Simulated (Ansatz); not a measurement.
# LiMg (P4/mmm): the cell at rest

Aim: bring LiMg (P4/mmm) to small forces and stress, as phonons need.

Main program and level: Ansatz 0.2.0; DFT PBEsol, scalar-relativistic, plane waves, PAW.

## (1) The structure

Symmetry: P4/mmm, No. 123, tetragonal system. The conventional cell has a = 3.378 Å, b = 3.378 Å, c = 3.553 Å, α = 90.00°, β = 90.00°, γ = 90.00°. Li has 8 Mg at 2.98 Å nearest. Nearest to Mg lie 8 Li at 2.98 Å. Farther neighbours are not listed.

## (2) Probe on a coarse mesh

A quick single point on a coarse mesh tells whether the cell has a gap and how far it is from rest, which sets the k mesh and smearing that follow.

Input file input.yaml:

```yaml
crystal:
  lattice:
    - [3.378185, 0.0, 0.0]
    - [0.0, 3.378185, 0.0]
    - [0.0, 0.0, 3.55261]
  atoms:
    - { symbol: Li, position: [0.0, 0.0, 0.0] }
    - { symbol: Mg, position: [0.5, 0.5, 0.5] }
kpoints:
  mp_grid: { grid: [6, 6, 6] }
hamiltonian:
  xc: pbesol
scf:
  occupations: { method: gaussian, width: 0.1 }
output:
  forces: true
  stress: true
  eigenvalues: true
```

Command:

```sh
> ansatz run input.yaml --threads 4 --pin off --max-ram 7168MiB --backend cpu --events-out ev --progress --plain --runs-dir out
```

Numbers of over 12 decimals in the logs are rounded to 6 here.

The program printed:

```text
Engine: ansatz 0.2.0, aarch64-unknown-linux-gnu
Pseudopotentials: kind: paw
Pseudopotential: Li, paw, valence charge 3, recommended cutoff 420 eV (normal), Li.paw.azcp
Pseudopotential: Mg, paw, valence charge 10, recommended cutoff 420 eV (normal), Mg.paw.azcp
Functional definition: PBEsol
  exchange = pbesol_x
  correlation = pbesol_c
Crystal: 2 atoms, lattice volume = 40.543 Å³
[...]
--- Band table (eV; the first three rows and the last of 40) ---
  k-point 0: bands = [... 3 lower, -38.8228, -38.8190, -1.8852, 7.9338, 9.1157, 9.1157, 9.2054, 9.8252]
  k-point 1: bands = [... 3 lower, -38.8227, -38.8201, -1.6004, 5.4769, 9.4110, 9.4110, 10.1357, 11.9377]
  k-point 2: bands = [... 3 lower, -38.8225, -38.8224, -0.7776, 3.0083, 10.2818, 10.2818, 11.0272, 14.0474]
  k-point 39: bands = [... 3 lower, -38.8303, -38.8222, 5.9728, 5.9728, 5.9856, 6.1732, 6.1732, 6.4263]
[key lines of the parts left out:]
SCF converged after 6 iterations
Free energy (F): -2115.123271 eV
Fermi energy:    3.676709 eV
P = ⅓ Tr σ = -0.4010 GPa (-4.010 kbar)
```

Wall time 0.35 s (4 threads of Arm Neoverse V2, shared host); peak memory 0.27 GiB.

Numbers from this step:

```
pressure          : -0.4010 GPa
volume per atom   : 20.27 Å³
gap on the k-mesh : 0 eV
```

The coarse mesh shows no gap and a pressure of -0.4 GPa.

## (3) Relaxation

The cell and atoms are relaxed, since residual forces and stress would shift the frequencies.

input.yaml, the sections that differ from step 2:

```yaml
kpoints:
  mp_grid: { grid: [12, 12, 12] }
output:
  forces: true
  stress: true
  eigenvalues: true
  write_density: true
  write_potential: true
  elf: true
  volumetric_format: npy
relax:
  adjacent_minimum: "off"
  f_tol: 0.005
  max_steps: 80
  cell: { stress_tol: 0.05 }
# crystal, hamiltonian, scf: as in step 2
```

The program printed:

```text
[...]
Crystal: 2 atoms, lattice volume = 40.543 Å³
Basis set: ecut = 420 eV, 779 PW (Γ), exchange–correlation on 48×48×48 points (8 copies of the dense FFT grid, shifted against one another)
Bands: 11, of which v1, the nominal top of the filled ones, is band 7 counted from 1 (6 counted from 0)
Symmetry: 16 space group operations
[...]
k-points: 196 of 1728
[...]
SCF iter   1: F=—  HF=-2115.169573 eV  |F-HF|=—  |Δ(HF+E_count)|=         —  Δρ=1.68e-3  dr2=5.62e-4  ethr=1.77e-3  ⟨swp⟩=5.1  Hψ=12745  notcnv=0
[...]
SCF iter   6: F=-2115.168194 eV  HF=-2115.168194 eV  |F-HF|=3.64e-10  |Δ(HF+E_count)|=   7.21e-8  Δρ=1.13e-6  dr2=1.95e-10  ethr=4.17e-10  ⟨swp⟩=6.3  Hψ=11202  notcnv=0
SCF 1 converged in 6 iterations: F = -2115.168194 eV  dr2 = 1.95e-10
[...]
relax step   1: F+E_penalty+E_count = -2115.16819427 eV  Δ(F+E_penalty+E_count) = +0.000e0 eV  max|allowed force component| = 1.586e-29 eV/Å  Δτ_max = 0.0000 Å  P = -0.455 GPa  Ω = 40.543 Å³  (6 SCF iters, dr2 threshold 1.00e-7 eV, accepted)
Crystal: 2 atoms, lattice volume = 39.874 Å³
Basis set: ecut = 420 eV, 755 PW (Γ), exchange–correlation on 48×48×48 points (8 copies of the dense FFT grid, shifted against one another)
[...]
iter 1 solved again at ethr=2.85e-7 eV; its pass at ethr=3.10e-3 eV (dr2=3.71e-5 eV) is discarded
[...]
SCF iter   3: F=-2115.169674 eV  HF=-2115.169674 eV  |F-HF|=2.25e-8  |Δ(HF+E_count)|=   3.86e-6  Δρ=8.93e-6  dr2=2.40e-8  ethr=1.54e-9  ⟨swp⟩=6.5  Hψ=12794  notcnv=0
SCF 2 converged in 3 iterations: F = -2115.169674 eV  dr2 = 2.40e-8
relax step   2: F+E_penalty+E_count = -2115.16967407 eV  Δ(F+E_penalty+E_count) = -1.480e-3 eV  max|allowed force component| = 9.466e-30 eV/Å  Δτ_max = 0.0000 Å  P = -0.039 GPa  Ω = 39.874 Å³  energy of the carried Pulay correction = +1.361e-5 eV  (3 SCF iters, dr2 threshold 2.00e-7 eV, accepted)
Crystal: 2 atoms, lattice volume = 39.668 Å³
[...]
SCF iter   3: F=-2115.170233 eV  HF=-2115.170233 eV  |F-HF|=6.70e-10  |Δ(HF+E_count)|=   4.93e-7  Δρ=6.85e-6  dr2=1.93e-8  ethr=1.54e-9  ⟨swp⟩=6.7  Hψ=11697  notcnv=0
SCF 3 converged in 3 iterations: F = -2115.170233 eV  dr2 = 1.93e-8
relax step   3: F+E_penalty+E_count = -2115.17023253 eV  Δ(F+E_penalty+E_count) = -5.585e-4 eV  max|allowed force component| = 3.143e-30 eV/Å  Δτ_max = 0.0000 Å  P = +0.092 GPa  Ω = 39.668 Å³  energy of the carried Pulay correction = +1.753e-5 eV  (3 SCF iters, dr2 threshold 2.00e-7 eV, accepted)
[...]
relax step   4: F+E_penalty+E_count = -2115.17075579 eV  Δ(F+E_penalty+E_count) = -5.233e-4 eV  max|allowed force component| = 2.210e-29 eV/Å  Δτ_max = 0.0000 Å  P = +0.370 GPa  Ω = 39.251 Å³  energy of the carried Pulay correction = +2.454e-5 eV  (4 SCF iters, dr2 threshold 1.08e-7 eV, accepted)
[...]
relax step   5: F+E_penalty+E_count = -2115.17155895 eV  Δ(F+E_penalty+E_count) = -8.032e-4 eV  max|allowed force component| = 1.272e-29 eV/Å  Δτ_max = 0.0000 Å  P = +0.010 GPa  Ω = 39.777 Å³  energy of the carried Pulay correction = +1.374e-5 eV  (3 SCF iters, dr2 threshold 2.00e-7 eV, accepted)
[...]
relax step   6: F+E_penalty+E_count = -2115.17158630 eV  Δ(F+E_penalty+E_count) = -2.735e-5 eV  max|allowed force component| = 1.777e-28 eV/Å  Δτ_max = 0.0000 Å  P = -0.000 GPa  Ω = 39.793 Å³  energy of the carried Pulay correction = +1.356e-5 eV  (3 SCF iters, dr2 threshold 9.22e-9 eV, accepted)
[...]
SCF iter   4: F=-2115.171568 eV  HF=-2115.171568 eV  |F-HF|=9.09e-13  |Δ(HF+E_count)|=  6.50e-11  Δρ=2.53e-7  dr2=1.11e-11  ethr=1.00e-12  ⟨swp⟩=5.4  Hψ=8939  notcnv=0
SCF 7 converged in 4 iterations: F = -2115.171568 eV  dr2 = 1.11e-11
relax step   7: F+E_penalty+E_count = -2115.17156766 eV  Δ(F+E_penalty+E_count) = +1.864e-5 eV  max|allowed force component| = 1.588e-28 eV/Å  Δτ_max = 0.0000 Å  P = +0.000 GPa  Ω = 39.793 Å³  stress off target by 5.16e-3 GPa  SCF on the basis re-selected at this cell (its energy is not comparable with the rows above)  (4 SCF iters)
basis re-selected at this cell: Δ(F+E_penalty+E_count) = +1.864e-5 eV, ΔP = +0.000 GPa vs the last step (what re-selecting the basis moved, of the pressure what is left beyond the Pulay correction that the steps carried, after the strain that the cell walked since its last selection, with what the two solves' SCF thresholds leave and, on support functions, any second-order correction that the steps lacked; it is no m [...]
SCF converged after 4 iterations
Free energy (F): -2115.171568 eV
[...]
Internal energy: -2115.168062 eV  (E = F + TS)
E sigma→0 (E₀):  -2115.169815 eV
Entropy (-TS):   -0.003506 eV (-1.753 meV/atom)
Fermi energy:    3.779989 eV
[...]
--- Stress (GPa, compression-positive) ---
       -0.002270      -0.000000      -0.000000
       -0.000000      -0.002270      -0.000000
       -0.000000      -0.000000       0.005164
  P = ⅓ Tr σ = 0.0002 GPa (0.002 kbar)
--- Band table (eV; the first three rows and the last of 196) ---
  k-point 0: bands = [... 3 lower, -38.6633, -38.6633, -1.8207, 8.8826, 8.8826, 8.8923, 9.6881, 9.6928]
  k-point 1: bands = [... 3 lower, -38.6633, -38.6633, -1.7422, 7.6044, 8.9627, 8.9627, 9.7738, 11.0075]
  k-point 2: bands = [... 3 lower, -38.6632, -38.6632, -1.5080, 6.0810, 9.2026, 9.2026, 10.0297, 12.5205]
  k-point 195: bands = [... 3 lower, -38.6697, -38.6697, 6.0841, 6.0844, 6.0844, 6.3998, 6.4018, 6.4018]
--- Relaxed structure (6 steps of the walk, 6 accepted, 1 SCFs on fresh bases) ---
  F+E_penalty+E_count = -2115.17156766 eV   max|allowed force component| = 1.588e-28 eV/Å   (the final SCF, on the basis selected at the relaxed cell)
  cell:  # Å, volume = 39.7928 Å³
    - [3.414493, 0, 0.0]
    - [0, 3.414493, 0.0]
    - [0.0, 0.0, 3.413120]
  atoms:
    - { symbol: Li, position: [0, 0.0, 0.0] }
    - { symbol: Mg, position: [0.5, 0.5, 0.500000] }
```

Run time: 6.9 s. Hardware: 4 threads; peak memory 0.39 GiB; 26 s of CPU time.

Relaxation path:

| step | energy less that of the first step (eV) | largest force component (eV/Å) | pressure (GPa) | volume (Å³) |
| --- | --- | --- | --- | --- |
| 1 | 0.0000 | 0.0000 | -0.46 | 40.54 |
| 2 | -0.0015 | 0.0000 | -0.04 | 39.87 |
| 3 | -0.0020 | 0.0000 | 0.09 | 39.67 |
| 4 | -0.0026 | 0.0000 | 0.37 | 39.25 |
| 5 | -0.0034 | 0.0000 | 0.01 | 39.78 |
| 6 | -0.0034 | 0.0000 | 0.00 | 39.79 |
| 7* | -0.0034 | 0.0000 | 0.00 | 39.79 |

Relaxation steps marked * repeat the geometry before them on a plane-wave basis chosen anew for their cell, so energy and pressure can jump there.

The run keeps the 16 symmetry operations that it works with, so distortions that break them were not tested.

| conventional cell, symmetrised | before | after | change |
| --- | --- | --- | --- |
| a (Å) | 3.378 | 3.414 | +1.1 % |
| b (Å) | 3.378 | 3.414 | +1.1 % |
| c (Å) | 3.553 | 3.414 | -3.9 % |
| volume (Å³/atom) | 20.27 | 19.90 | -1.9 % |

The relaxed structure:

```xyz
2
Lattice="3.4145 0.0000 0.0000 0.0000 3.4145 0.0000 0.0000 0.0000 3.4131" Properties=species:S:1:pos:R:3 pbc="T T T"
Li    0.0000    0.0000    0.0000
Mg    1.7072    1.7072    1.7066
```

This step gave:

```yaml
pressure: 2.08e-4 GPa
volume_per_atom: 19.90 Å³
```

Electrostatic potential energy in the ac plane at fractional y = 0.000, with atoms of Li within 0.2 Å of it. With pseudopotentials it is smooth inside the atoms' cores, unlike the true potential.

Values in eV, 13 rows by 14 columns, each cell a mean:
```
-24 -22 -13  -1   3   5   6   6   6   5   3  -4 -16 -23
-18 -14  -5   1   4   5   6   6   6   5   3   0  -7 -15
 -3  -1   1   3   5   6   6   6   6   6   5   3   1  -2
  3   4   4   5   5   6   6   6   6   6   5   5   4   3
  5   5   6   6   6   6   6   6   6   6   6   6   6   5
  6   6   6   6   6   6   6   5   6   6   6   6   6   6
  6   6   6   6   6   6   6   5   6   6   6   6   6   6
  6   6   6   6   6   6   6   6   6   6   6   6   6   6
  4   4   5   5   6   6   6   6   6   6   5   5   4   4
  0   1   3   4   5   6   6   6   6   6   5   4   2   1
-14 -10  -3   2   4   6   6   6   6   5   4   1  -4 -11
-24 -21 -12  -1   4   5   6   6   6   5   3  -3 -14 -22
-24 -24 -16  -3   3   5   6   6   6   5   2  -6 -19 -24
```
Columns run along a (3.4 Å; values clipped at the 3rd and 97th percentile), rows up along c (3.4 Å). Atoms in or near the plane, at fractional coordinates: Li at (0.00, 0.00).

ELF in the ac plane at fractional y = 0.000, with atoms of Li within 0.2 Å of it. It is the smooth field of the valence electrons, not physical close to the nuclei.

Values in units of 1e-1, 13 rows by 14 columns, each cell a mean:
```
9.5 8.3 3.3 0.4 1.4 3.7 5.0 5.3 4.8 3.3 0.9 0.6 4.5 8.9
5.4 3.4 0.8 0.5 2.3 4.4 5.4 5.6 5.3 4.1 1.7 0.4 1.2 4.1
0.5 0.4 0.6 1.8 4.0 5.3 5.9 6.0 5.8 5.2 3.5 1.4 0.5 0.4
1.3 1.6 2.5 4.1 5.4 6.0 6.3 6.4 6.3 5.9 5.2 3.7 2.3 1.5
3.6 3.9 4.6 5.4 6.0 6.4 6.6 6.7 6.6 6.3 5.9 5.2 4.5 3.8
5.0 5.2 5.5 6.0 6.3 6.6 6.7 6.8 6.7 6.6 6.2 5.9 5.5 5.1
5.1 5.3 5.6 6.0 6.4 6.6 6.8 6.8 6.7 6.6 6.3 5.9 5.5 5.2
4.3 4.6 5.1 5.7 6.2 6.5 6.7 6.7 6.6 6.4 6.1 5.5 5.0 4.5
1.7 2.1 3.1 4.5 5.6 6.1 6.4 6.5 6.3 6.1 5.4 4.2 2.9 2.0
0.3 0.4 0.9 2.5 4.5 5.6 6.0 6.1 6.0 5.5 4.1 2.0 0.8 0.4
3.4 1.9 0.5 0.7 2.7 4.7 5.5 5.7 5.4 4.4 2.1 0.5 0.7 2.3
9.3 7.5 2.6 0.4 1.5 3.8 5.1 5.3 4.9 3.4 1.0 0.5 3.6 8.2
9.9 9.3 4.6 0.4 1.2 3.4 4.8 5.2 4.7 2.9 0.8 0.9 6.0 9.5
```
Columns run along a (3.4 Å), rows up along c (3.4 Å). Atoms in or near the plane, at fractional coordinates: Li at (0.00, 0.00).

Valence density in the ac plane at fractional y = 0.000, with atoms of Li within 0.2 Å of it. It is the smooth field of the valence electrons, not physical close to the nuclei.

Ten steps, logarithmic in the rise over the least value, from '0' (0.1 e/Å³) to '9' (8.3 e/Å³), each cell a mean:
```
97400000000158
64200000000025
10000000000001
00000000000000
00000000000000
00000000000000
00000000000000
00000000000000
00000000000000
00000000000000
43100000000013
87400000000147
98510000000269
```
Columns run along a (3.4 Å), rows up along c (3.4 Å). Atoms in or near the plane, at fractional coordinates: Li at (0.00, 0.00).

In this step the volume went from 20.27 to 19.90 Å³/atom.

## (4) Relaxing to small forces for the phonons

Phonons need a cell at rest on their own settings, so the relaxation is repeated with tight tolerances on forces and stress, using the mesh and the filling of the phonon run that follows.

Input file input.yaml:

```yaml
crystal:
  lattice:
    - [3.4144931113, 0.0, 0.0]
    - [0.0, 3.4144931113, 0.0]
    - [0.0, 0.0, 3.4131204655]
  atoms:
    - { symbol: Li, position: [0.0, 0.0, 0.0] }
    - { symbol: Mg, position: [0.5, 0.5, 0.5] }
kpoints:
  mp_grid: { grid: [12, 12, 12] }
hamiltonian:
  xc: pbesol
scf:
  occupations: { method: methfessel_paxton, width: 0.15 }
output:
  forces: true
  stress: true
  eigenvalues: true
relax:
  adjacent_minimum: "off"
  f_tol: 0.001
  max_steps: 60
  cell: { stress_tol: 0.01 }
```

The program printed:

```text
[...]
Crystal: 2 atoms, lattice volume = 39.793 Å³
Basis set: ecut = 420 eV, 751 PW (Γ), exchange–correlation on 48×48×48 points (8 copies of the dense FFT grid, shifted against one another)
Bands: 11, of which v1, the nominal top of the filled ones, is band 7 counted from 1 (6 counted from 0)
[... 1 set-up line as in the run before ...]
[...]
k-points: 196 of 1728
[...]
k-point 195: bands = [... 3 lower, -38.6702, -38.6702, 6.0842, 6.0845, 6.0845, 6.3998, 6.4017, 6.4017]
--- Relaxed structure (1 steps of the walk, 1 accepted, 1 SCFs on fresh bases) ---
[...]
cell:  # Å, volume = 39.7928 Å³
    - [3.4144931113, 0.0, 0.0]
    - [0.0, 3.4144931113, 0.0]
    - [0.0, 0.0, 3.4131204655]
  atoms:
    - { symbol: Li, position: [0.0, 0.0, 0.0] }
    - { symbol: Mg, position: [0.5, 0.5, 0.5] }
[key lines of the parts left out:]
SCF converged after 4 iterations
Free energy (F): -2115.169276 eV
Fermi energy:    3.786264 eV
P = ⅓ Tr σ = -0.0053 GPa (-0.053 kbar)
```

Wall time 2.2 s (4 threads); peak memory 0.38 GiB.

Little changed from the start: no atom moved by 0.005 Å and no cell edge by 0.1 %.

This step gave:

- pressure: -0.005343 GPa

The forces vanish by symmetry and the pressure is -0.005 GPa, within the tolerances set. The cell now holds 19.90 Å³/atom. Within 0.01 Å the structure now has space group Pm-3m, not the P4/mmm of the start.

## (5) Outcome

| Quantity | Value |
| --- | --- |
| space group after relaxation (within 0.01 Å) | Pm-3m |
| lattice constant a | 3.414 Å |
| lattice constant b | 3.414 Å |
| lattice constant c | 3.414 Å |
| volume per atom | 19.9 Å³ |

The forces vanish by symmetry and the pressure is -0.005 GPa, within the tolerances set. The cell now holds 19.90 Å³/atom. Within 0.01 Å the structure now has space group Pm-3m, not the P4/mmm of the start. The relaxation keeps the symmetry of its start, so it says nothing on stability against lower symmetry. The relaxed cell left the space group of the starting entry, even within 0.1 Å, so it may not be the phase that the entry, or a measurement on it, describes. The runs are without spin polarisation, although the cell has an odd electron count.

[Logs are printed without paths, hosts, clocks, repeated set-up lines and the standing remarks that a program may print on its own settings, such as how far it seeks lower states.]

[Hosts, paths, dates, database ids (printed as entryN), source tags and the programs' standing remarks are cut or masked in the printed files.]
